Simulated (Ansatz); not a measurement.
# BN (P6_3mc): from the cell to its phonons, part 2 of 3

Aim: the vibrations of BN (P6_3mc), their spectra, and whether the structure is stable.

Ansatz 0.2.0; DFT PBE+D3(BJ), scalar-relativistic, plane waves, PAW; PAW set soft_1.

So far. Step 3 (Tight relaxation): The largest force component left is 0.13 meV/Å and the pressure is 0.000 GPa, within the tolerances set. The cell now holds 5.88 Å³/atom. The relaxed cell has a = 2.541, c = 4.203 Å (conventional setting).

**4. Zone-centre response**

The zone centre comes first: it holds the modes that light can see, as far as symmetry allows. The response to a homogeneous field gives the Born charges and the dielectric tensor, and its change with displacement the Raman tensors.

The input, input.yaml:

```yaml
crystal:
  lattice:
    - [2.5411685628, 0.0, 0.0]
    - [-1.2705842814, 2.2007165306, 0.0]
    - [0.0, 0.0, 4.2028638761]
  atoms:
    - { symbol: B, position: [0.6666666667, 0.3333333333, 0.9997643597] }
    - { symbol: B, position: [0.3333333333, 0.6666666667, 0.4997643597] }
    - { symbol: "N", position: [0.6666666667, 0.3333333333, 0.6252356403] }
    - { symbol: "N", position: [0.3333333333, 0.6666666667, 0.1252356403] }
kpoints:
  mp_grid: { grid: [12, 12, 8] }
hamiltonian:
  xc: pbe
  dispersion: d3bj
  pseudopotentials: { kind: paw, azcp: { folder: soft_1 } }
scf:
  occupations: { method: fixed }
output:
  eigenvalues: true
phonons:
  method: dfpt
  dielectric: true
  rigid_motions: translations
  raman: true
```

Launch:

```bash
$ ansatz run input.yaml --threads 4 --pin off --max-ram 10240MiB --backend cpu --events-out ev --progress --plain --runs-dir out
```

Numbers of over 12 decimals in the logs are rounded to 6 here.

Output:

```text
[...]
Crystal: 4 atoms, lattice volume = 23.504 Å³
Basis set: ecut = 420 eV, 465 PW (Γ), exchange–correlation on 36×36×60 points (8 copies of the dense FFT grid, shifted against one another)
Bands: 12, of which v1, the nominal top of the filled ones, is band 8 counted from 1 (7 counted from 0)
Symmetry: 12 space group operations
k-points: 320 of 1152 (irreducible under 2 space group operations, time reversal used)
[...]
SCF iter   1: F=—  HF=-1086.664140 eV  |F-HF|=—  |Δ(HF+E_count)|=         —  Δρ=1.47e-1  dr2=4.12e0  ethr=3.10e-3  ⟨swp⟩=4.0  Hψ=17444  notcnv=0  defer=294
[...]
SCF iter   8: F=-1085.326254 eV  HF=-1085.326254 eV  |F-HF|=9.09e-13  |Δ(HF+E_count)|=   1.01e-9  Δρ=1.07e-7  dr2=1.82e-12  ethr=1.00e-12  ⟨swp⟩=5.7  Hψ=24381  notcnv=0
SCF 1 converged in 8 iterations: F = -1085.326254 eV  dr2 = 1.82e-12
[...]
DFPT response loops at Γ: preconditioner auto → none (the input reference at scf.mixing.eps_inf says where Resta's filter doesn't serve); β = 0.50; Broyden in place of MSR1
── the response to a field inside a basis, on 12×12×8 k-points: an SCF that follows is theirs, and a resumed run solves both again ──
Bands: 9, of which v1, the nominal top of the filled ones, is band 8 counted from 1 (7 counted from 0)
k-points: 168 of 1152 (irreducible under 4 space group operations, time reversal used)
[...]
Eigensolver: Dense (168 Hₖ)
SCF iter   1: F=—  HF=-1085.328625 eV  |F-HF|=—  |Δ(HF+E_count)|=         —  Δρ=4.26e-4  dr2=5.13e-6  ethr=1.00e-1
[...]
SCF iter   5: F=-1085.328636 eV  HF=-1085.328636 eV  |F-HF|=1.41e-11  |Δ(HF+E_count)|=   1.50e-9  Δρ=5.17e-7  dr2=1.75e-11  ethr=1.61e-11
SCF 1 converged in 5 iterations: F = -1085.328636 eV  dr2 = 1.75e-11
[...]
SCF converged after 8 iterations
Free energy (F): -1085.326254 eV
[...]
Internal energy: -1085.326254 eV  (E = F + TS)
E sigma→0 (E₀):  -1085.326254 eV
Fermi energy:    11.410837 eV
[...]
--- Band table (eV; the first three rows and the last of 320) ---
  k-point 0: bands = [... 4 lower, 9.2739, 11.1382, 11.4108, 11.4108, 19.8134, 19.8134, 20.0541, 20.9956]
  k-point 1: bands = [... 4 lower, 9.3406, 10.6148, 11.3090, 11.3090, 19.9273, 19.9273, 20.2820, 20.9925]
  k-point 2: bands = [... 4 lower, 9.5355, 9.5355, 11.0312, 11.0312, 20.2535, 20.2535, 20.6727, 20.9847]
  k-point 319: bands = [... 4 lower, 5.1401, 5.1401, 8.1147, 8.1147, 20.1629, 20.1629, 22.7084, 22.7084]
--- Phonons (Γ-DFPT): 4 representative perturbations + reference, on 320 of 1152 k-points (Σ response iterations 12) ---
  k mesh reduced under 2 symmetry operations, with k and −k counted as one. Each operation leaves every solved perturbation unchanged. A smaller set is not considered because the run solves the response to a homogeneous field
  ASR residual: 2.587e-5 → 0.000e0 eV/Å²; symmetrization residual: 3.862e-5 eV/Å²
  pairwise dispersion correction: d3bj (s6 = 1.0, s8 = 0.7875, a1 = 0.4289, a2_bohr = 4.4407), with the weights of each atom's references fixed at the reference crystal's, and the forces and stress that the weights' published response gives there kept as a pressure on the atom's counted neighbours (hamiltonian.dispersion)
  ASR residual per site (eV/Å²): 2.59e-5 2.59e-5 7.83e-6 7.83e-6
  Γ frequencies (cm⁻¹): 0.00 0.00 0.00 473.45 473.45 958.91 958.91 969.79 1024.62 1057.99 1057.99 1120.61
  ε∞ (high-frequency dielectric tensor):
        4.554674     0.000000     0.000000
       -0.000000     4.554674     0.000000
       -0.000000     0.000000     4.715939
  ε⁰ (static dielectric tensor: ions relaxed, cell fixed):
        6.636732    -0.000000     0.000000
       -0.000000     6.636732    -0.000000
        0.000000    -0.000000     7.179331
  ε⁰ − ε∞ (ionic part):
        2.082058    -0.000000     0.000000
       -0.000000     2.082058    -0.000000
        0.000000    -0.000000     2.463392
  softest optical mode at Γ: 473.45 cm⁻¹; the repairs (sum rule, projections) moved no ω² at Γ by more than (3.51 cm⁻¹)²
  Born effective charges Z* (e; rows j = field, columns β = displacement):
    site 0:
         1.84282    0.00000   -0.00000
         0.00000    1.84282    0.00000
         0.00000    0.00000    1.94127
    site 1:
         1.84282   -0.00000   -0.00000
         0.00000    1.84282    0.00000
        -0.00000    0.00000    1.94127
    site 2:
        -1.84282   -0.00000    0.00000
         0.00000   -1.84282   -0.00000
         0.00000   -0.00000   -1.94127
    site 3:
        -1.84282    0.00000    0.00000
         0.00000   -1.84282   -0.00000
         0.00000   -0.00000   -1.94127
  Z* charge neutrality: 1.243e-5 e pre-enforcement
  k-mesh period / interband length: 33.6 Å / 1.43 Å = 23.49 at k = (0.0000, 0.0000, 0.0000), direct gap 8.403 eV — 14 or more, which is no proof of convergence
  Raman tensors (in the event stream and the table raman_tensors.tsv): an entry may err by 1.4e-3 Å², one of the second-order susceptibility by 3.7e-3 pm/V (basis, points and sum rule); their sum over the sites missed zero by 7.187e-6 Å² ahead of its enforcement
  optical modes at Γ without the LO–TO term, one row a degenerate level:
      ω (cm⁻¹)  modes    IR ((D/Å)²/amu)  static Raman (Å⁴/amu)  depolarisation
        473.45      2             0.0000                 0.0300           0.750
        958.91      2             0.0000                 7.9126           0.750
        969.79      1             0.0000                 0.0000               —
       1024.62      1            28.4999                19.4433           0.719
       1057.99      2            51.3650                 6.2984           0.750
       1120.61      1             0.0000                 0.0000               —
  optical modes at Γ + LO–TO along q̂ = [1.0000, 0.0000, 0.0000]:
      ω (cm⁻¹)  modes    IR ((D/Å)²/amu)  static Raman (Å⁴/amu)  depolarisation
        473.45      2             0.0000                 0.0300           0.750
        958.91      2             0.0000                 7.9126           0.750
        969.79      1             0.0000                 0.0000               —
       1024.62      1            28.4999                19.4433           0.719
       1057.99      1            25.6825                 3.1492           0.750
       1120.61      1             0.0000                 0.0000               —
       1277.11      1            25.6825                 6.8691           0.750
  optical modes at Γ + LO–TO along q̂ = [0.0000, 1.0000, 0.0000]:
      ω (cm⁻¹)  modes    IR ((D/Å)²/amu)  static Raman (Å⁴/amu)  depolarisation
        473.45      2             0.0000                 0.0300           0.750
        958.91      2             0.0000                 7.9126           0.750
        969.79      1             0.0000                 0.0000               —
       1024.62      1            28.4999                19.4433           0.719
       1057.99      1            25.6825                 3.1492           0.750
       1120.61      1             0.0000                 0.0000               —
       1277.11      1            25.6825                 6.8691           0.750
  optical modes at Γ + LO–TO along q̂ = [0.0000, 0.0000, 1.0000]:
      ω (cm⁻¹)  modes    IR ((D/Å)²/amu)  static Raman (Å⁴/amu)  depolarisation
        473.45      2             0.0000                 0.0300           0.750
        958.91      2             0.0000                 7.9126           0.750
        969.79      1             0.0000                 0.0000               —
       1057.99      2            51.3650                 6.2984           0.750
       1120.61      1             0.0000                 0.0000               —
       1264.22      1            28.4999                34.3582           0.733
```

It took 55 s on 4 threads of Intel Xeon Platinum 8375C at 2.90GHz (Ice Lake), shared host; peak memory 1.4 GiB; 3.5 min of CPU time.

This step gave:

```
sum-rule residual before enforcement                    : 2.59e-5 eV/Å²
miss of the charge sum rule                             : 1.24e-5 e
point group                                             : 6mm
highest optical mode at the zone centre (no LO-TO term) : 1121 cm⁻¹
lowest optical zone-centre mode                         : 473.4 cm⁻¹
mean high-frequency dielectric constant                 : 4.608
largest Born charge (third of the trace)                : 1.876 e
mean static dielectric constant                         : 6.818
top of the zone-centre spectrum with the field          : 1277 cm⁻¹
```

Without the LO-TO term. Patterns of degenerate modes are one choice out of their space. Modes at Γ, with each element's share of the kinetic energy:

```csv
mode,frequency (cm⁻¹),symmetry,B %,N %
1,0.0,acoustic,44,56
2,0.0,acoustic,44,56
3,0.0,acoustic,44,56
4,473.4,E2,40,60
5,473.4,E2,40,60
6,958.9,E2,60,40
7,958.9,E2,60,40
8,969.8,B1,24,76
9,1024.6,A1,56,44
10,1058.0,E1,56,44
11,1058.0,E1,56,44
12,1120.6,B1,76,24
```

Displacements in mode 4 (473.4 cm⁻¹), the largest set to 1:
```
B1   0.94  0.00  0.00
B2  -0.94  0.00  0.00
N3  -1.00  0.00  0.00
N4   1.00  0.00  0.00
```

Displacements in mode 6 (958.9 cm⁻¹), the largest set to 1:
```
B1  -1.00  0.01  0.00
B2   1.00 -0.01  0.00
N3  -0.72  0.01  0.00
N4   0.72 -0.01  0.00
```

Optical modes at the zone centre, without and with the macroscopic field of the longitudinal modes; each column is sorted by frequency, so a row need not hold one and the same mode. Modes with and without the field, by row:

```csv
rank among optical modes,no field (cm⁻¹),"q along (1, 0, 0) (cm⁻¹)","q along (0, 0, 1) (cm⁻¹)"
1,473.4,473.4,473.4
2,473.4,473.4,473.4
3,958.9,958.9,958.9
4,958.9,958.9,958.9
5,969.8,969.8,969.8
6,1025,1025,1058
7,1058,1058,1058
8,1058,1121,1121
9,1121,1277,1264
```

Born charge (rows field, columns displacement) (e), principal values of the symmetric part by kind of site:

```csv
atom,atoms with these values,low,middle,high,mean
B1,2,1.84,1.84,1.94,1.88
N3,2,-1.94,-1.84,-1.84,-1.88
```

In full for N3:

```
-1.84  0.00  0.00
 0.00 -1.84  0.00
 0.00  0.00 -1.94
```

High-frequency dielectric tensor:

```
4.55 0.00 0.00
0.00 4.55 0.00
0.00 0.00 4.72
```

Static dielectric tensor (ions relaxed, fixed cell):

```
6.64 0.00 0.00
0.00 6.64 0.00
0.00 0.00 7.18
```

Transverse modes. Lines of the infrared spectrum (strongest = 100):

```csv
position (cm⁻¹),label,relative intensity
474,E2,0.0
959,E2,0.0
970,B1,0.0
1025,A1,55
1058,E1,100
1121,B1,0.0
```

Activity x (w_L - w)^4 (n + 1)/w, 532 nm, 300 K; modes without the macroscopic field alone. Lines of the Raman spectrum (strongest = 100):

```csv
position (cm⁻¹),label,relative intensity
474,E2,0.4
959,E2,44
970,B1,0.0
1025,A1,100
1058,E1,31
1121,B1,0.0
```

Static second-order susceptibility (pm/V), twice the coefficient d of second-harmonic generation. Second order susceptibility, by row:

```csv
field along,xx,yy,zz,yz,xz,xy
x,0,0,0,0,2.77,0
y,0,0,0,2.77,0,0
z,2.77,2.77,-5.4,0,0,0
```

Before it was imposed, the acoustic sum rule was missed by 2.6e-5 eV/Å² and the charge sum rule by 1.2e-5 e. Small misses are needed for a sound result but don't prove that mesh and cutoff are converged. The lowest optical mode is real, 473 cm⁻¹.

[end of part 2 of 3]

[Logs are printed without paths, hosts, clocks, repeated set-up lines and the standing remarks that a program may print on its own settings, such as how far it seeks lower states.]

[Hosts, paths, dates, database ids (printed as entryN), source tags and the programs' standing remarks are cut or masked in the printed files.]
